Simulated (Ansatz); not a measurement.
**Cr2NF2 MXene monolayer in a perpendicular field**

Aim: how the Cr2NF2 MXene monolayer screens a field along its normal, and what the field does to its bands. A positive field points along +c.

Calculated with Ansatz 0.2.0; plane-wave DFT, PBE-D3(BJ), Ansatz PAW.

Most raw output is cut from this account.

In doubt: warnings of the run leave room for a lower electronic state (step 2), so energies may not be the lowest and differences between runs may mislead.

### 1. Set-up

The cell holds 5 atoms: 2 F, 2 Cr and 1 N. Cell: a = 2.764 Å, b = 2.764 Å, c = 38.835 Å, α = 90.0°, β = 90.0°, γ = 120.0°. Vacuum lies along c.

### 2. Relaxing the slab

The starting cell is a guess, so the in-plane lattice and the atoms are relaxed first, with the slab cut off from its images along the normal.

input.yaml reads:

```yaml
crystal:
  lattice:
    - [2.764476, 0.0, 0.0]
    - [-1.382238, 2.3941064442, 0.0]
    - [0.0, 0.0, 38.8349721284]
  atoms:
    - { symbol: F, position: [0.3333333333, 0.6666666667, 0.4493372608] }
    - { symbol: Cr, position: [0.6666666667, 0.3333333333, 0.4719122091], spin: 2.0 }
    - { symbol: "N", position: [0.0, 0.0, 0.5] }
    - { symbol: Cr, position: [0.3333333333, 0.6666666667, 0.5280877909], spin: 2.0 }
    - { symbol: F, position: [0.6666666667, 0.3333333333, 0.5506627392] }
  periodic: [true, true, false]
magnetization:
  spin_polarized: true
kpoints:
  mp_grid: { grid: [12, 12, 1] }
hamiltonian:
  xc: pbe
  dispersion: d3bj
scf:
  occupations: { method: fermi_dirac, width: 0.05 }
  convergence: { dr2_threshold: 1.0e-09 }
relax:
  f_tol: 0.004
  max_steps: 90
  cell: {}
output:
  write_potential: true
  write_density: true
  volumetric_format: npy
```

On the command line:

```console
ansatz run input.yaml --threads 2 --pin off --max-ram 3072MiB --backend cpu --events-out ev --progress --plain --runs-dir out
```

Wall time 57 s (2 threads of AMD EPYC 9R45, shared host); peak memory 0.79 GiB; 1.8 min of CPU time.

Step by step:

| step | energy less that of the first step (eV) | largest force component (eV/Å) | volume (Å³) |
| --- | --- | --- | --- |
| 1 | 0.0000 | 6.4649 | 257.03 |
| 2 | -2.1244 | 3.5616 | 273.83 |
| 3 | -3.1329 | 0.8807 | 281.27 |
| 4 | -3.2293 | 0.5460 | 290.55 |
| 5 | -3.2613 | 0.0543 | 292.40 |
| 6 | -3.2612 | 0.0258 | 293.39 |
| 7 | -3.2613 | 0.0020 | 293.22 |
| 8* | -3.3448 | 0.0066 | 293.22 |
| 9 | -3.3520 | 0.0161 | 298.94 |
| 10 | -3.3512 | 0.0073 | 300.20 |
| 11 | -3.3512 | 0.0004 | 300.14 |
| 12* | -3.3576 | 0.0001 | 300.14 |
| 13 | -3.3575 | 0.0005 | 300.33 |
| 14* | -3.3576 | 0.0005 | 300.33 |

Relaxation steps marked * repeat the geometry before them on a plane-wave basis chosen anew for their cell, so energy and pressure can jump there.

Forces are held to the 12 operations that the run works with; a distortion that breaks them can't arise in this run.

| cell as run | before | after | change |
| --- | --- | --- | --- |
| a (Å) | 2.764 | 2.988 | +8.1 % |
| b (Å) | 2.764 | 2.988 | +8.1 % |

The atoms that moved most (Å, along periodic axes as changes of fractional coordinates times the final cell, across vacuum about the mean position):

| atom | dx | dy | dz | length |
| --- | --- | --- | --- | --- |
| F1 | 0.000 | 0.000 | -0.343 | 0.343 |
| F5 | 0.000 | 0.000 | 0.343 | 0.343 |
| Cr4 | 0.000 | 0.000 | 0.038 | 0.038 |
| Cr2 | 0.000 | 0.000 | -0.038 | 0.038 |

Final coordinates:

```xyz
5
Lattice="2.9883 0.0000 0.0000 -1.4941 2.5879 0.0000 0.0000 0.0000 38.8350" Properties=species:S:1:pos:R:3
F     0.0000    1.7253   17.1071
Cr    1.4941    0.8626   18.2889
N     0.0000    0.0000   19.4175
Cr    0.0000    1.7253   20.5461
F     1.4941    0.8626   21.7279
```

Numbers from this step:

```yaml
energy_at_zero_smearing: -8758.3822 eV
total_moment: 6.015 μB
site_moments: 0.05909, 2.511, -0.07309, 2.511, 0.05909 μB
```

Site moment by atom:

| atom | site moment (μB) |
| --- | --- |
| F1 | 0.06 |
| Cr2 | 2.51 |
| N3 | -0.07 |
| Cr4 | 2.51 |
| F5 | 0.06 |

The lattice constant a goes from 2.764 to 2.988 Å.

### 3. Single point, field 0

A sawtooth potential applies the field, turning back in the middle of the vacuum. With the dipole correction the typed value is the field outside the slab. The induced dipole is small, so the SCF threshold is tight.

The cell differs from the one that the last finished run ended in (c 38.835 → 22.621 Å).

input.yaml reads:

```yaml
crystal:
  lattice:
    - [2.9882799615, 0.0, 0.0]
    - [-1.4941399808, 2.5879263603, 0.0]
    - [0.0, 0.0, 22.620844616]
  atoms:
    - { symbol: F, position: [0.3333333333, 0.6666666667, 0.3978631281], spin: 0.06 }
    - { symbol: Cr, position: [0.6666666667, 0.3333333333, 0.4501076934], spin: 2.51 }
    - { symbol: "N", position: [0.0, 0.0, 0.5], spin: -0.07 }
    - { symbol: Cr, position: [0.3333333333, 0.6666666667, 0.5498923066], spin: 2.51 }
    - { symbol: F, position: [0.6666666667, 0.3333333333, 0.6021368719], spin: 0.06 }
magnetization:
  spin_polarized: true
kpoints:
  mp_grid: { grid: [18, 18, 1] }
  band_path:
    path: [[0, 0, 0], [0.5, 0, 0], [0.33333333, 0.33333333, 0], [0, 0, 0]]
    npoints: 16
hamiltonian:
  xc: pbe
  dispersion: d3bj
scf:
  occupations: { method: fermi_dirac, width: 0.02585 }
  convergence: { dr2_threshold: 1.0e-10 }
efield:
  axis: 3
  dipole_correction: true
  ramp_position: 0.97
  ramp_width: 0.06
  amplitude: 0
output:
  dos: { projected: true, e_range: [-6, 5] }
  write_potential: true
  write_density: true
  volumetric_format: npy
  elf: true
```

Elapsed: 22 s, on 2 threads; peak memory 0.77 GiB; 42 s of CPU time.

Numbers from this step:

```yaml
energy_at_zero_smearing: -8758.3840 eV
total_moment: 6.006 μB
site_moments: 0.05890, 2.507, -0.07302, 2.507, 0.05890 μB
work_function_upper_face: 5.195 eV
dipole_along_the_normal: 1.78e-7 e·Å
```

Running mean over a fixed 2.7 Å (it still follows the layers) of the planar mean; the ramp of the sawtooth is left out. Table of electron's electrostatic potential energy less the Fermi level by z:

| z (Å) | electron's electrostatic potential energy less the Fermi level (eV) |
| --- | --- |
| 3.0 | 5.19 |
| 3.5 | 5.19 |
| 4.0 | 5.19 |
| 4.5 | 5.19 |
| 5.0 | 5.19 |
| 5.5 | 5.19 |
| 6.0 | 5.19 |
| 6.5 | 5.17 |
| 7.0 | 5.03 |
| 7.5 | 3.92 |
| 8.0 | 1.75 |
| 8.5 | -0.908 |
| 9.0 | -4.23 |
| 9.5 | -7.18 |
| 10.0 | -9.39 |
| 10.5 | -10.3 |
| 11.0 | -10.9 |
| 11.5 | -11.1 |
| 12.0 | -10.4 |
| 12.5 | -9.71 |
| 13.0 | -7.81 |
| 13.5 | -5.01 |
| 14.0 | -1.68 |
| 14.5 | 1.16 |
| 15.0 | 3.45 |
| 15.5 | 4.90 |
| 16.0 | 5.16 |
| 16.5 | 5.19 |
| 17.0 | 5.19 |
| 17.5 | 5.19 |
| 18.0 | 5.19 |
| 18.5 | 5.19 |
| 19.0 | 5.19 |
| 19.5 | 5.19 |

The density of states has structure finer than the step of the table below, so its rows give means over 0.25 eV, whole bins alone (the curve runs from -6 to 1.99 eV). Peaks (eV: height): total -4.730: 6.48, -1.040: 8.91, -0.650: 17.6, -0.540: 11.7, 0.150: 3.38, 1.530: 6.87, 1.940: 10.0; up -5.090: 3.74, -2.250: 2.97, -1.040: 8.91, -0.650: 17.1, -0.540: 11.2, 0.150: 2.59, 1.110: 2.97; down -5.640: 2.88, -4.730: 5.17, -4.400: 3.68, 0.700: 2.03, 1.530: 4.69, 1.830: 6.02, 1.940: 8.80.

The density of states by energy, zero at the Fermi level; means over each step; values in states/eV a cell:

| energy (eV) | total | up | down |
| --- | --- | --- | --- |
| -5.75 | 2.67 | 1.58 | 1.09 |
| -5.50 | 2.83 | 1.17 | 1.66 |
| -5.25 | 3.28 | 2.25 | 1.03 |
| -5.00 | 3.64 | 2.50 | 1.14 |
| -4.75 | 4.67 | 1.38 | 3.29 |
| -4.50 | 3.02 | 0.419 | 2.60 |
| -4.25 | 0.949 | 0.174 | 0.774 |
| -4.00 | 0.448 | 0 | 0.448 |
| -3.75 | 0.0154 | 0 | 0.0154 |
| -3.50 | 0 | 0 | 0 |
| -3.25 | 0.155 | 0.155 | 0 |
| -3.00 | 0.595 | 0.595 | 0 |
| -2.75 | 0.722 | 0.722 | 0 |
| -2.50 | 0.909 | 0.909 | 0 |
| -2.25 | 1.39 | 1.39 | 0 |
| -2.00 | 1.07 | 1.07 | 0 |
| -1.75 | 1.19 | 1.19 | 0 |
| -1.50 | 1.34 | 1.34 | 0 |
| -1.25 | 1.88 | 1.88 | 0 |
| -1.00 | 4.37 | 4.37 | 0 |
| -0.75 | 5.75 | 5.35 | 0.398 |
| -0.50 | 4.76 | 4.21 | 0.549 |
| -0.25 | 1.94 | 1.33 | 0.609 |
| 0.00 | 2.15 | 1.44 | 0.705 |
| 0.25 | 2.24 | 1.30 | 0.939 |
| 0.50 | 1.26 | 0.651 | 0.607 |
| 0.75 | 1.66 | 0.470 | 1.20 |
| 1.00 | 2.58 | 1.52 | 1.06 |
| 1.25 | 2.58 | 1.55 | 1.03 |
| 1.50 | 3.54 | 1.56 | 1.98 |
| 1.75 | 5.05 | 1.38 | 3.66 |

Projected DOS per atom over height of the atomic layer and energy from the Fermi level. Layers: F Cr N Cr F from below.

Values in states/eV, 22 rows by 5 columns, each cell a mean:
```
0.18 2.81 0.46 2.81 0.18
0.10 1.27 0.39 1.27 0.10
0.09 1.11 0.34 1.11 0.09
0.04 0.66 0.10 0.66 0.04
0.06 0.73 0.11 0.73 0.06
0.09 0.97 0.07 0.97 0.09
0.11 1.14 0.18 1.14 0.11
0.15 2.77 0.26 2.77 0.15
0.06 1.80 0.10 1.80 0.06
0.04 0.61 0.06 0.61 0.04
0.05 0.49 0.04 0.49 0.05
0.05 0.56 0.04 0.56 0.05
0.04 0.38 0.03 0.38 0.04
0.04 0.27 0.02 0.27 0.04
0.01 0.07 0.00 0.07 0.01
0.00 0.00 0.00 0.00 0.00
0.04 0.04 0.25 0.04 0.04
0.25 0.19 1.04 0.19 0.25
0.45 0.47 2.36 0.47 0.45
0.38 0.47 1.82 0.47 0.38
0.40 0.37 1.42 0.37 0.40
0.54 0.29 0.95 0.29 0.54
```
Columns: height of the atomic layer (Å) from 9 to 13.6; rows upwards: energy from the Fermi level (eV) from -5.96 to 1.96.

Projected DOS per atom, spin up over height of the atomic layer and energy from the Fermi level. Layers: F Cr N Cr F from below.

Ten even steps from '0' (0.00 states/eV) to '9' (2.59 states/eV), each cell a mean:
```
01110
01110
02120
00000
01010
02020
03030
09190
06060
02020
01010
02020
01010
01010
00000
00000
00000
00000
00100
11411
00200
10201
```
Columns: height of the atomic layer (Å) from 9 to 13.6; rows upwards: energy from the Fermi level (eV) from -5.96 to 1.96.

Projected DOS per atom, spin down over height of the atomic layer and energy from the Fermi level. Layers: F Cr N Cr F from below.

Ten even steps from '_' (0.00 states/eV) to '@' (2.36 states/eV), each cell a mean:
```
__@@__@@__
__--__--__
__::__::__
__::__::__
__..__..__
__..__..__
__..__..__
__________
__________
__________
__________
__________
__________
__________
__________
__________
____..____
____--____
__..##..__
____::____
..__--__..
____..____
```
Columns: height of the atomic layer (Å) from 9 to 13.6; rows upwards: energy from the Fermi level (eV) from -5.96 to 1.96.

Deep bands are left out, so band numbers here count from the lowest band kept and differ from the log's. The electronic bands at the labelled points (eV, zero at the Fermi level; # counts the bands kept):

| point | up #14 | up #15 | up #16 | up #17 | down #10 | down #11 | down #12 | down #13 |
| --- | --- | --- | --- | --- | --- | --- | --- | --- |
| Γ | -1.10 | -0.37 | -0.35 | -0.35 | 0.65 | 0.65 | 0.92 | 1.54 |
| halfway | -0.78 | -0.56 | -0.13 | 0.59 | -0.17 | 1.38 | 1.41 | 1.75 |
| M | -0.64 | -0.39 | 0.15 | 0.96 | -0.85 | 1.81 | 2.08 | 2.20 |
| halfway | -0.66 | -0.50 | 0.39 | 1.03 | -0.10 | 1.77 | 1.86 | 1.99 |
| K | -0.72 | -0.53 | 1.02 | 1.02 | 1.13 | 1.27 | 1.27 | 2.30 |
| halfway | -0.74 | -0.55 | -0.17 | 0.91 | 0.33 | 0.57 | 1.74 | 1.99 |
| Γ | -1.10 | -0.37 | -0.35 | -0.35 | 0.65 | 0.65 | 0.92 | 1.54 |

Spin density in the ca plane at fractional y = 0.333, with atoms of Cr and F within 0.2 Å of it.

Values in e/Å³, 5 rows by 16 columns, each cell a mean:
```
0.0 0.0 0.0 0.0 0.0 0.0 0.0 0.0 0.7 0.2 0.0 0.0 0.0 0.0 0.0 0.0
0.0 0.0 0.0 0.0 0.0 0.0 0.0 0.1 2.6 0.9 0.0 0.0 0.1 0.0 0.0 0.0
0.0 0.0 0.0 0.0 0.0 0.0 0.0 0.0 0.7 0.2 0.0 0.0 0.0 0.0 0.0 0.0
0.0 0.0 0.0 0.0 0.0 0.0 0.0 0.0 0.0 0.0 0.1 0.1 0.0 0.0 0.0 0.0
0.0 0.0 0.0 0.0 0.0 0.0 0.0 0.0 0.0 0.0 0.1 0.1 0.0 0.0 0.0 0.0
```
Columns run along c (16.0 Å, from fractional 0.07 to 0.78 of the cell), rows up along a (3.0 Å). Atoms in or near the plane, at fractional coordinates: Cr at (0.45, 0.67), F at (0.60, 0.67).

ELF in the ca plane at fractional y = 0.333, with atoms of Cr and F within 0.2 Å of it. It is the smooth field of the valence electrons, not physical close to the nuclei.

Ten even steps from '0' (0.00) to '9' (0.92), each cell a mean:
```
00000000000000000001111442232112687631000000
00000000000000000000015896211115878852000000
00000000000000000000037998311026758862000000
00000000000000000000015885211115888852000000
00000000000000000001211332232111577520000000
00000000000000000024541113563111121100000000
00000000000000000135652114773122000000000000
00000000000000000024531112563111122100000000
```
Columns run along c (16.0 Å, from fractional 0.07 to 0.78 of the cell), rows up along a (3.0 Å). Atoms in or near the plane, at fractional coordinates: Cr at (0.45, 0.67), F at (0.60, 0.67).

Electrostatic potential energy in the ca plane at fractional y = 0.333, with atoms of Cr and F within 0.2 Å of it. With pseudopotentials it is smooth inside the atoms' cores, unlike the true potential.

Ten even steps from '0' (-40 eV) to '9' (5 eV), each cell a mean:
```
99999999999999999999985224788888768999999999
99999999999999999999861001588887201799999999
99999999999999999999850000488887000699999999
99999999999999999999862001688888312899999999
99999999999999999999986335788878878999999999
99999999999999999999988778887667899999999999
99999999999999999999998888887556899999999999
99999999999999999999988778887667899999999999
```
Columns run along c (16.0 Å, from fractional 0.07 to 0.78 of the cell; values clipped at the 3rd and 97th percentile), rows up along a (3.0 Å). Atoms in or near the plane, at fractional coordinates: Cr at (0.45, 0.67), F at (0.60, 0.67).

The work function of the upper face is 5.19 eV.

### 4. Single point, field 0.1 V/Å

input.yaml, as its differences from that of step 3:

```diff
@@ -29,5 +29,4 @@
   ramp_width: 0.06
-  amplitude: 0
+  amplitude: 0.1
 output:
-  dos: { projected: true, e_range: [-6, 5] }
   write_potential: true
@@ -35,2 +34 @@
   volumetric_format: npy
-  elf: true
```

Run time: 21 s. Hardware: 2 threads; peak memory 0.76 GiB.

The dipole is 0.0212 e·Å.

### 5. Single point, field -0.1 V/Å

input.yaml, as its differences from that of step 4:

```diff
@@ -29,3 +29,3 @@
   ramp_width: 0.06
-  amplitude: 0.1
+  amplitude: -0.1
 output:
```

Wall time 21 s (2 threads); peak memory 0.76 GiB.

The dipole is -0.0212 e·Å.

### 6. Response, atoms held

This step: plane-wave DFT, PBE-D3(BJ), Ansatz PAW; response to a field along the normal, atoms held (Ansatz 0.2.0).

The dipoles give the slope, and the difference of two potentials shows where the field is screened.

Numbers from this step:

| Property | Result |
| --- | --- |
| equivalent conductor thickness p/(ε₀AE) | 4.955 Å |
| distance between the outer atoms | 4.621 Å |

Table of dipole of the cell by applied field:

| applied field (V/Å) | dipole of the cell (e·Å) |
| --- | --- |
| -0.1000 | -0.0212 |
| 0.0000 | 1.8e-7 |
| 0.1000 | 0.0212 |

The total moment stays at 6.01 μB for applied field from -0.1 to 0.1 V/Å.

Local field over the applied field, running mean. From the potentials at -0.1 and 0.1 V/Å; running mean over 2.5 Å. Table of local field over applied field by z:

| z (Å) | local field over applied field |
| --- | --- |
| 4.10 | 1.000 |
| 4.52 | 1.000 |
| 4.95 | 1.000 |
| 5.23 | 0.999 |
| 5.66 | 0.998 |
| 6.08 | 0.995 |
| 6.50 | 0.985 |
| 6.79 | 0.969 |
| 7.21 | 0.920 |
| 7.63 | 0.831 |
| 8.06 | 0.717 |
| 8.34 | 0.631 |
| 8.77 | 0.499 |
| 9.19 | 0.368 |
| 9.61 | 0.249 |
| 9.90 | 0.188 |
| 10.32 | 0.124 |
| 10.74 | 0.0850 |
| 11.17 | 0.0677 |
| 11.45 | 0.0677 |
| 11.88 | 0.0850 |
| 12.30 | 0.124 |
| 12.72 | 0.188 |
| 13.01 | 0.249 |
| 13.43 | 0.368 |
| 13.86 | 0.499 |
| 14.28 | 0.631 |
| 14.56 | 0.717 |
| 14.99 | 0.831 |
| 15.41 | 0.920 |
| 15.83 | 0.969 |
| 16.12 | 0.985 |
| 16.54 | 0.995 |
| 16.97 | 0.998 |
| 17.39 | 0.999 |
| 17.67 | 1.000 |
| 18.10 | 1.000 |
| 18.52 | 1.000 |

Electrons, planar mean, per unit field. The induced electron density by z:

| z (Å) | induced electron density (e/Å³ per V/Å) |
| --- | --- |
| 4.10 | 1.4e-7 |
| 4.52 | 2.8e-7 |
| 4.95 | 8.7e-7 |
| 5.23 | 1.8e-6 |
| 5.66 | 5.7e-6 |
| 6.08 | 1.7e-5 |
| 6.50 | 5.4e-5 |
| 6.79 | 1.2e-4 |
| 7.21 | 3.4e-4 |
| 7.63 | 9.6e-4 |
| 8.06 | 0.00234 |
| 8.34 | 0.00340 |
| 8.77 | 0.00189 |
| 9.19 | 0.00213 |
| 9.61 | 2.3e-4 |
| 9.90 | 8.0e-4 |
| 10.32 | 9.2e-4 |
| 10.74 | 8.1e-4 |
| 11.17 | -2.1e-4 |
| 11.45 | 2.1e-4 |
| 11.88 | -8.1e-4 |
| 12.30 | -9.2e-4 |
| 12.72 | -8.0e-4 |
| 13.01 | -2.3e-4 |
| 13.43 | -0.00213 |
| 13.86 | -0.00189 |
| 14.28 | -0.00340 |
| 14.56 | -0.00234 |
| 14.99 | -9.6e-4 |
| 15.41 | -3.4e-4 |
| 15.83 | -1.2e-4 |
| 16.12 | -5.4e-5 |
| 16.54 | -1.7e-5 |
| 16.97 | -5.7e-6 |
| 17.39 | -1.8e-6 |
| 17.67 | -8.7e-7 |
| 18.10 | -2.8e-7 |
| 18.52 | -1.4e-7 |

By hand: between -0.1 and 0.1 V/Å the dipole changes by 0.04235 e·Å, a slope of 0.2117 e·Å²/V. A perfect conductor of thickness t has p = ε₀AEt, so t = 180.95 × 0.2117 / 7.733 = 4.95 Å (e/ε₀ = 180.95 V·Å, A in Å²).

The induced dipole is that of a conductor 4.95 Å thick.

### 7. Results

* gap without field: none
* work function, upper face: 5.19 eV
* equivalent conductor thickness, atoms held: 4.95 Å

The induced dipole equals that of a perfect conductor 4.95 Å thick, while the outer atoms lie 4.62 Å apart. There is no gap over 0.03 eV, with or without the field. For an open d or f shell that can be the fault of a semilocal functional without a Hubbard term. The program found another magnetic order that lies lower in at least one run, so the order shown is not the ground state. The program flags that a lower electronic or magnetic state may exist in some of these runs, so differences between them are in doubt. The MXene's terminations sit over the metal atoms of its far layer; the site over carbon or nitrogen, which some compounds prefer, was not run.

[Logs are printed without paths, hosts, clocks, repeated set-up lines and the standing remarks that a program may print on its own settings, such as how far it seeks lower states.]

[Hosts, paths, dates, database ids (printed as entryN), source tags and the programs' standing remarks are cut or masked in the printed files.]

[Maps of the electrostatic potential energy from Ansatz leave out the sawtooth potential of an applied field or a dipole correction, so their vacuum need not be flat; planar profiles and work functions include it.]

[The density of states shown here was stored with 400 of the rows of the run's finer table, so its peaks can read low, often by over a quarter, or be missed, and its means over a window can be off by a tenth or more.]
